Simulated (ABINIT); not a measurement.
# A GW chain in ABINIT: MgO (Periclase), part 2 of 3

Wanted: ground state, empty states, screening and self-energy for MgO (Periclase).

ABINIT 10.8.3; PBE and many-body steps on it, plane waves. Known limits of the many-body steps: not at the basis limit.

So far. Step 2 (Ground state): The gap is direct, at Γ.

The database entry behind the starting cell differs from later determinations by our own check (about 0.1 % long), so it need not match the best structure at ambient conditions.

## Step 3: Bands along the symmetry lines

Level of this step: DFT, PBE, plane waves, norm-conserving pseudopotentials (ABINIT).

Levels along a band path, at the cheap level, show where the edges lie and whether the meshes to come will hold them.

File run.abi:

```
acell 3*1.0 Angstrom
rprim 
  -0.000000000000 2.108500000000 2.108500000000
  2.108500000000 0.000000000000 2.108500000000
  2.108500000000 2.108500000000 0.000000000000
ntypat 2
znucl 12 8
natom 2
typat 1 2
xred 
  0.000000000000 0.000000000000 0.000000000000
  0.500000000000 0.500000000000 0.500000000000
pp_dirpath "pseudos"
pseudos "Mg.upf, O.upf"
ecut 38
iscf -2
irdden 1
kptopt 0
nkpt 50
kpt 
  0.00000000 0.00000000 0.00000000
  0.06250000 0.00000000 0.06250000
  0.12500000 0.00000000 0.12500000
  0.18750000 0.00000000 0.18750000
  0.25000000 0.00000000 0.25000000
  0.31250000 0.00000000 0.31250000
  0.37500000 0.00000000 0.37500000
  0.43750000 0.00000000 0.43750000
  0.50000000 0.00000000 0.50000000
  0.51562500 0.03125000 0.51562500
  0.53125000 0.06250000 0.53125000
  0.54687500 0.09375000 0.54687500
  0.56250000 0.12500000 0.56250000
  0.57812500 0.15625000 0.57812500
  0.59375000 0.18750000 0.59375000
  0.60937500 0.21875000 0.60937500
  0.62500000 0.25000000 0.62500000
  0.37500000 0.37500000 0.75000000
  0.32812500 0.32812500 0.65625000
  0.28125000 0.28125000 0.56250000
  0.23437500 0.23437500 0.46875000
  0.18750000 0.18750000 0.37500000
  0.14062500 0.14062500 0.28125000
  0.09375000 0.09375000 0.18750000
  0.04687500 0.04687500 0.09375000
  0.00000000 0.00000000 0.00000000
  0.06250000 0.06250000 0.06250000
  0.12500000 0.12500000 0.12500000
  0.18750000 0.18750000 0.18750000
  0.25000000 0.25000000 0.25000000
  0.31250000 0.31250000 0.31250000
  0.37500000 0.37500000 0.37500000
  0.43750000 0.43750000 0.43750000
  0.50000000 0.50000000 0.50000000
  0.50000000 0.46875000 0.53125000
  0.50000000 0.43750000 0.56250000
  0.50000000 0.40625000 0.59375000
  0.50000000 0.37500000 0.62500000
  0.50000000 0.34375000 0.65625000
  0.50000000 0.31250000 0.68750000
  0.50000000 0.28125000 0.71875000
  0.50000000 0.25000000 0.75000000
  0.50000000 0.21875000 0.71875000
  0.50000000 0.18750000 0.68750000
  0.50000000 0.15625000 0.65625000
  0.50000000 0.12500000 0.62500000
  0.50000000 0.09375000 0.59375000
  0.50000000 0.06250000 0.56250000
  0.50000000 0.03125000 0.53125000
  0.50000000 0.00000000 0.50000000
istwfk *1
nband 15
nbdbuf 2
tolwfr 1e-08
nstep 40
prtwf 0
prtvol 0
indata_prefix "in"
outdata_prefix "out"
tmpdata_prefix "tmp"
```

On the command line:

```bash
$ OMP_NUM_THREADS=1 mpirun -n 8 abinit run.abi > log
```

Numbers of over 12 decimals in the logs are rounded to 6 here.

The program printed:

```text
.Version 10.8.3 of ABINIT. v10.8.2 released Aug 2026.

 Symmetries : space group Fm -3 m (#225); Bravais cF (face-center cubic)
[... echo of the input left out ...]
== DATASET  1 ==================================================================
-   mpi_nproc: 8, omp_nthreads: 1 (-1 if OMP is not activated)

--- !DatasetInfo
iteration_state: {dtset: 1, }
dimensions: {natom: 2, nkpt: 50, mband: 15, nsppol: 1, nspinor: 1, nspden: 1, mpw: 1429, }
cutoff_energies: {ecut:  38.0, pawecutdg:  -1.0, }
electrons: {nelect:   1.60000000E+01, charge:   0.00000000E+00, occopt:   1.00000000E+00, tsmear:   1.00000000E-02, }

 Real(R)+Recip(G) space primitive vectors, cartesian coordinates (Bohr,Bohr^-1):
 R(1)=  0.0000000  3.9844875  3.9844875  G(1)= -0.1254867  0.1254867  0.1254867
 R(2)=  3.9844875  0.0000000  3.9844875  G(2)=  0.1254867 -0.1254867  0.1254867
 R(3)=  3.9844875  3.9844875  0.0000000  G(3)=  0.1254867  0.1254867 -0.1254867
 Unit cell volume ucvol=  1.2651657E+02 bohr^3
 Angles (23,13,12)=  6.00000000E+01  6.00000000E+01  6.00000000E+01 degrees

 getcut: wavevector=  0.0000  0.0000  0.0000  ngfft=  32  32  32
         ecut(hartree)=     38.000   => boxcut(ratio)=   2.04647

--- Pseudopotential description ------------------------------------------------
- Mg Generated using ONCVPSP code by D. R. Hamann
- 12.00000  10.00000  171031                  znucl, zion, pspdat
12 -101130 1 -1 1510                          pspcod,pspxc,lmax,lloc,mmax
     nproj     2     2     0
  pspatm : epsatm=    9.22893308
         --- l  ekb(1:nproj) -->
             0    2.250005   -0.808630
             1   -6.469357   -2.503313
 pspatm: atomic psp has been read  and splines computed

- O Generated using ONCVPSP code by D. R. Hamann
-  8.00000   6.00000  171031                  znucl, zion, pspdat
12 -101130 2 -1 936                           pspcod,pspxc,lmax,lloc,mmax
     nproj     2     2     1
  pspatm : epsatm=    6.19545534
         --- l  ekb(1:nproj) -->
             0    6.056735    0.824024
[...]
2   -1.331955
 pspatm: atomic psp has been read  and splines computed

--------------------------------------------------------------------------------

================================================================================
 prteigrs : about to open file out_EIG
 Non-SCF case, kpt    1 (  0.00000  0.00000  0.00000), residuals and eigenvalues=
  3.60E-09  2.55E-09  4.12E-09  5.08E-09  1.16E-09  2.24E-09  6.07E-09  9.24E-09
  6.01E-09  1.99E-09  1.74E-09  2.76E-09  8.02E-09  4.95E-08  3.37E-07
 -2.4872E+00 -1.2653E+00 -1.2653E+00 -1.2653E+00 -4.5853E-01  1.7247E-01
  1.7247E-01  1.7247E-01  3.4641E-01  7.5821E-01  7.5821E-01  7.5821E-01
[...]
Non-SCF case, kpt    2 (  0.06250  0.00000  0.06250), residuals and eigenvalues=
  2.74E-09  3.07E-09  2.71E-09  4.77E-09  4.33E-09  9.35E-09  1.48E-09  2.57E-09
[...]
3.39E-09  2.60E-09  2.56E-09  5.71E-09  3.88E-09  6.53E-09  8.09E-10  1.29E-09
  3.31E-10  3.45E-10  2.28E-09  3.59E-09  9.99E-09  4.76E-08  6.44E-07
[...]
Non-SCF case, kpt   49 (  0.50000  0.03125  0.53125), residuals and eigenvalues=
[...]
Non-SCF case, kpt   50 (  0.50000  0.00000  0.50000), residuals and eigenvalues=
[...]
-2.4868E+00 -1.2679E+00 -1.2663E+00 -1.2663E+00 -4.0228E-01  2.4594E-02
  1.2366E-01  1.2366E-01  5.1138E-01  5.3902E-01  6.5222E-01  8.6839E-01
[...]
--- !ResultsGS
iteration_state: {dtset: 1, }
comment   : Summary of ground state results
lattice_vectors:
- [ -0.0000000,   3.9844875,   3.9844875, ]
- [  3.9844875,   0.0000000,   3.9844875, ]
- [  3.9844875,   3.9844875,   0.0000000, ]
lattice_lengths: [   5.63492,    5.63492,    5.63492, ]
lattice_angles: [ 60.000,  60.000,  60.000, ] # degrees, (23, 13, 12)
lattice_volume:   1.2651657E+02
convergence: {deltae:  0.000E+00, res2:  0.000E+00, residm:  9.990E-09, diffor:  0.000E+00, }
etotal    :  -7.60508220E+01
entropy   :   0.00000000E+00
fermie    :   1.72472836E-01
cartesian_stress_tensor: null
pressure_GPa: null
xred      :
- [  0.0000E+00,   0.0000E+00,   0.0000E+00, Mg]
- [  5.0000E-01,   5.0000E-01,   5.0000E-01,  O]
cartesian_forces: null
force_length_stats: {min: null, max: null, mean: null, }

 Integrated electronic density in atomic spheres:
 ------------------------------------------------
 Atom  Sphere_radius  Integrated_density
[...]
================================================================================

 ----iterations are completed or convergence reached----

 Mean square residual over all n,k,spin=   36.121E-10; max=  99.904E-10
 reduced coordinates (array xred) for    2 atoms
       0.000000000000      0.000000000000      0.000000000000
       0.500000000000      0.500000000000      0.500000000000

 cartesian coordinates (angstrom) at end:
    1      0.000000     0.000000     0.000000
    2      2.108500     2.108500     2.108500
 length scales=  1.889726125908  1.889726125908  1.889726125908 bohr
              =  1.000000000000  1.000000000000  1.000000000000 angstroms
 prteigrs : about to open file out_EIG
 Eigenvalues (hartree) for nkpt=  50  k points:
 kpt#   1, nband= 15, wtk=  1.00000, kpt=  0.0000  0.0000  0.0000 (reduced coord)
[...]
kpt#   2, nband= 15, wtk=  1.00000, kpt=  0.0625  0.0000  0.0625 (reduced coord)
[...]
kpt#   3, nband= 15, wtk=  1.00000, kpt=  0.1250  0.0000  0.1250 (reduced coord)
[...]
kpt#  49, nband= 15, wtk=  1.00000, kpt=  0.5000  0.0313  0.5313 (reduced coord)
  -2.48682   -1.26791   -1.26635   -1.26633   -0.40219    0.02529    0.12225    0.12304
   0.51360    0.54123    0.65148    0.86365    0.86992    1.11245    1.17252
 kpt#  50, nband= 15, wtk=  1.00000, kpt=  0.5000  0.0000  0.5000 (reduced coord)
  -2.48682   -1.26793   -1.26634   -1.26634   -0.40228    0.02459    0.12366    0.12366
   0.51138    0.53902    0.65222    0.86839    0.86839    1.10940    1.17063

== END DATASET(S) ==============================================================
================================================================================

 -outvars: echo values of variables after computation  --------
            nband          15
             nkpt          50
          spgroup         225
 [... the other variables as echoed above ...]

 Calculation completed.
```

Elapsed: 4 s, on 8 MPI ranks of Arm Neoverse N1, shared host; peak memory 0.45 GiB.

This step gave:

```
gap                        : 4.733 eV
k of the valence top       : 0, 0, 0
k of the conduction bottom : 0, 0, 0
least direct gap           : 4.733 eV
```

The gap is 4.733 eV, as in the run before at this level.

Electronic bands along the path, in eV, zero at the top of the highest filled band; v1 is the highest filled band, c1 the lowest empty one:

| point | v4 | v3 | v2 | v1 | c1 | c2 | c3 | c4 |
| --- | --- | --- | --- | --- | --- | --- | --- | --- |
| Γ | -17.17 | 0.00 | 0.00 | 0.00 | 4.73 | 15.94 | 15.94 | 15.94 |
| halfway | -16.41 | -2.60 | -0.72 | -0.72 | 8.06 | 11.27 | 15.51 | 17.50 |
| X | -15.64 | -4.02 | -1.33 | -1.33 | 9.22 | 9.97 | 13.05 | 18.94 |
| halfway | -15.62 | -3.87 | -1.77 | -1.27 | 9.59 | 10.49 | 12.90 | 18.58 |
| U | -15.61 | -3.44 | -2.67 | -1.12 | 10.14 | 11.76 | 12.51 | 18.11 |
| jump to K | -15.61 | -3.44 | -2.67 | -1.12 | 10.14 | 11.76 | 12.51 | 18.11 |
| halfway | -16.34 | -2.91 | -1.16 | -0.38 | 8.15 | 12.04 | 15.37 | 17.95 |
| Γ | -17.17 | 0.00 | 0.00 | 0.00 | 4.73 | 15.94 | 15.94 | 15.94 |
| halfway | -16.57 | -2.63 | -0.33 | -0.33 | 7.09 | 12.61 | 16.73 | 16.73 |
| L | -15.86 | -4.57 | -0.63 | -0.63 | 7.91 | 12.57 | 16.32 | 16.32 |
| halfway | -15.72 | -3.96 | -1.90 | -0.97 | 9.68 | 12.18 | 13.50 | 16.90 |
| W | -15.58 | -2.91 | -2.91 | -1.75 | 11.66 | 11.66 | 12.15 | 15.52 |
| halfway | -15.61 | -3.73 | -1.87 | -1.54 | 10.08 | 10.85 | 12.73 | 17.32 |
| X | -15.64 | -4.02 | -1.33 | -1.33 | 9.22 | 9.97 | 13.05 | 18.94 |

The electronic bands as a text plot (rows in eV, shown from -8.0 to 10.7 only):

```
   10.3 |       ++   +++ +++++                         +     ++++
    9.6 |         +++++++                             +       +++
    8.8 |       ++            ++                    ++
    8.0 |     ++                +              +++++
    7.2 |    +                   ++         +++
    6.4 |                                  +
    5.7 |  ++                      ++    ++
    4.9 |++                          ++++
    4.1 |
    3.3 |
    2.5 |
    1.8 |
    1.0 |
    0.2 |**                        ********
   -0.6 | ********         ***********  ***************
   -1.4 |  **     *********     *  **               ** **********
   -2.1 |    *         ***  **** **        *          **    **
   -2.9 |     ****        **    *           *           ****
   -3.7 |         ********* ****             ***      ***   *****
   -4.5 |                                       ******
   -5.3 |
   -6.0 |
   -6.8 |
   -7.6 |
         Γ           X  U|K            Γ         L        W     X
```

## Step 4: Empty states on the mesh, 6×6×6 mesh, 58 bands

The sums over transitions need many empty states on a uniform mesh; this step solves for them.

File run.abi:

```
acell 3*1.0 Angstrom
rprim 
  -0.000000000000 2.108500000000 2.108500000000
  2.108500000000 0.000000000000 2.108500000000
  2.108500000000 2.108500000000 0.000000000000
ntypat 2
znucl 12 8
natom 2
typat 1 2
xred 
  0.000000000000 0.000000000000 0.000000000000
  0.500000000000 0.500000000000 0.500000000000
pp_dirpath "pseudos"
pseudos "Mg.upf, O.upf"
ecut 38
ngkpt 6 6 6
nshiftk 1
shiftk 0 0 0
kptopt 1
chksymbreak 0
irdden 1
istwfk *1
nband 58
prtvol 0
optdriver 6
gwr_task "HDIAGO"
paral_kgb 0
occopt 1
indata_prefix "in"
outdata_prefix "out"
tmpdata_prefix "tmp"
```

The program printed:

```text
[banner, memory and clock lines left out]
.Version 10.8.3 of ABINIT. v10.8.2 released Aug 2026.

 Symmetries : space group Fm -3 m (#225); Bravais cF (face-center cubic)
[... echo of the input left out ...]
== DATASET  1 ==================================================================
-   mpi_nproc: 8, omp_nthreads: 1 (-1 if OMP is not activated)

--- !DatasetInfo
iteration_state: {dtset: 1, }
dimensions: {natom: 2, nkpt: 16, mband: 58, nsppol: 1, nspinor: 1, nspden: 1, mpw: 1430, }
cutoff_energies: {ecut:  38.0, pawecutdg:  -1.0, }
electrons: {nelect:   1.60000000E+01, charge:   0.00000000E+00, occopt:   1.00000000E+00, tsmear:   1.00000000E-02, }

.Using double precision arithmetic; gwpc =  8

- Reading GS density from: in_DEN

--- Pseudopotential description ------------------------------------------------
- Mg Generated using ONCVPSP code by D. R. Hamann
- 12.00000  10.00000  171031                  znucl, zion, pspdat
12 -101130 1 -1 1510                          pspcod,pspxc,lmax,lloc,mmax
     nproj     2     2     0
  pspatm : epsatm=    9.22893308
         --- l  ekb(1:nproj) -->
             0    2.250005   -0.808630
             1   -6.469357   -2.503313
 pspatm: atomic psp has been read  and splines computed

- O Generated using ONCVPSP code by D. R. Hamann
-  8.00000   6.00000  171031                  znucl, zion, pspdat
12 -101130 2 -1 936                           pspcod,pspxc,lmax,lloc,mmax
     nproj     2     2     1
  pspatm : epsatm=    6.19545534
         --- l  ekb(1:nproj) -->
             0    6.056735    0.824024
             1   -4.717130   -1.149271
             2   -1.331955
 pspatm: atomic psp has been read  and splines computed

   2.46790215E+02                                ecore*ucvol(ha*bohr**3)

 Total charge density [el/Bohr^3]
)     Maximum=    3.3935E+00  at reduced coord.    0.0625    0.9375    0.9688
)     Minimum=    9.8865E-03  at reduced coord.    0.2500    0.2500    0.2500
   Integrated=    1.6000E+01

 === KS gaps after direct diagonalization ===
 Direct band gap semiconductor
 Fundamental gap:     4.733 (eV)
   VBM:     4.693 (eV) at k: [ 0.0000E+00,  0.0000E+00,  0.0000E+00]
   CBM:     9.426 (eV) at k: [ 0.0000E+00,  0.0000E+00,  0.0000E+00]
 Direct gap:         4.733 (eV) at k: [ 0.0000E+00,  0.0000E+00,  0.0000E+00]

== END DATASET(S) ==============================================================

 -outvars: echo values of variables after computation  --------
           etotal      0.0000000000E+00
            nband          58
             nkpt          16
          spgroup         225
 [... the other variables as echoed above ...]

 Calculation completed.
```

Elapsed: 10 s, on 8 MPI ranks; peak memory 1.4 GiB; 79 s of CPU time.

Numbers from this step:

```
gap                                                           : 4.733 eV
k of the valence top                                          : 0, 0, 0
k of the conduction bottom                                    : 0, 0, 0
least direct gap                                              : 4.733 eV
k points computed                                             : 16
lowest point of the top converged band, above the valence top : 85.5499 eV
```

On this mesh the gap is 4.733 eV.

## Step 5: Screening, 6×6×6 mesh, 50 bands, screening to 163.3 eV

The RPA dielectric matrix is built and inverted for each q.

This step: RPA screening on PBE, plane waves, norm-conserving pseudopotentials.

Changes to run.abi since step 4:

```diff
@@ -20,10 +20,11 @@
 chksymbreak 0
-irdden 1
 istwfk *1
-nband 58
-prtvol 0
-optdriver 6
-gwr_task "HDIAGO"
-paral_kgb 0
 occopt 1
+irdwfk 1
+optdriver 3
+nband 50
+ecuteps 6
+inclvkb 2
+awtr 1
+symchi 1
 indata_prefix "in"
```

The program printed:

```text
.Version 10.8.3 of ABINIT. v10.8.2 released Aug 2026.

 Symmetries : space group Fm -3 m (#225); Bravais cF (face-center cubic)
[... echo of the input left out ...]
== DATASET  1 ==================================================================
-   mpi_nproc: 8, omp_nthreads: 1 (-1 if OMP is not activated)

--- !DatasetInfo
iteration_state: {dtset: 1, }
dimensions: {natom: 2, nkpt: 16, mband: 50, nsppol: 1, nspinor: 1, nspden: 1, mpw: 1430, }
cutoff_energies: {ecut:  38.0, pawecutdg:  -1.0, }
electrons: {nelect:   1.60000000E+01, charge:   0.00000000E+00, occopt:   1.00000000E+00, tsmear:   1.00000000E-02, }

 SCREENING: Calculation of the susceptibility and dielectric matrices

 Based on a program developped by R.W. Godby, V. Olevano, G. Onida, and L. Reining.
 Incorporated in ABINIT by V. Olevano, G.-M. Rignanese, and M. Torrent.
.Using double precision arithmetic ; gwpc =  8

[... cell and pseudopotentials left out ...]
--------------------------------------------------------------------------------

 ==== K-mesh for the wavefunctions ====
 Number of points in the irreducible wedge :    16
[... list of points left out ...]
 Together with 48 symmetry operations and time-reversal symmetry
 yields   216 points in the full Brillouin Zone.

 ==== Q-mesh for the screening function ====
 Number of points in the irreducible wedge :    16
[... list of points left out ...]
 Together with 48 symmetry operations and time-reversal symmetry
 yields   216 points in the full Brillouin Zone.

 setmesh: FFT mesh size selected  =    24x   24x   24
          total number of points  =        13824

 vcoul_init : cutoff-mode = AUXILIARY_FUNCTION
 q-points for optical limit:   1
     1)      0.000010    0.000020    0.000030

- screening: taking advantage of time-reversal symmetry
- Maximum band index for partially occupied states nbvw = 8
- Remaining bands to be divided among processors   nbcw = 42
- Number of bands treated by each node ~5

 Number of electrons calculated from density =   16.0000; Expected =   16.0000
 average of density, n =  0.126466
 r_s =    1.2359
 omega_plasma =   34.3038 [eV]

 calculating chi0 at frequencies [eV] :
  1    0.000000E+00    0.000000E+00
  2    0.000000E+00    3.430377E+01

--------------------------------------------------------------------------------
  q-point number  1        q = ( 0.000000, 0.000000, 0.000000) [r.l.u.]
--------------------------------------------------------------------------------
[... chi0 elements left out ...]
 For q-point:  0.000010 0.000020 0.000030
  dielectric constant =   3.0343
  dielectric constant without local fields =   3.2471

  Average fulfillment of the sum rule on Im[epsilon] for q-point    1 :     51.88  [%]
[... wings left out ...]
  q-point number  2        q = ( 0.166667, 0.000000, 0.000000) [r.l.u.]
--------------------------------------------------------------------------------
[... chi0 elements left out ...]
  Average fulfillment of the sum rule on Im[epsilon] for q-point    2 :     70.05  [%]

 [... 14 further q-points ...]
```

The job ended after 31 s (8 MPI ranks; peak memory 1 GiB).

Numbers from this step:

```yaml
eps_infinity_with_local_fields_on_this_mesh_along_the_program_s_q_direction: 3.034
the_same_without_local_fields: 3.247
plasma_frequency: 34.30 eV
plane_waves_in_the_screening_matrix: 89
```

Local fields lower ε∞ by 7 %.

(Continued in part 3 of 3.)

[Paths, hosts, dates, memory and timing lines, banners, echoed tables and standing remarks are left out of the program output.]

[Logs are printed without paths, hosts, clocks, repeated set-up lines and the standing remarks that a program may print on its own settings, such as how far it seeks lower states.]

[Runs of the session that timed out or met a known fault of the program may be left out.]

[Hosts, paths, dates, database ids (printed as entryN), source tags and the programs' standing remarks are cut or masked in the printed files.]

[G0W0 gaps are taken among the corrected bands and points alone; a level outside them can change the order at an edge.]

[Where Ansatz stands beside ABINIT at settings called matched, ABINIT's density can come from a denser mesh and the files from another edition; pairs whose starting gaps differed by over 0.03 eV were left out, so agreement reads better than it is.]
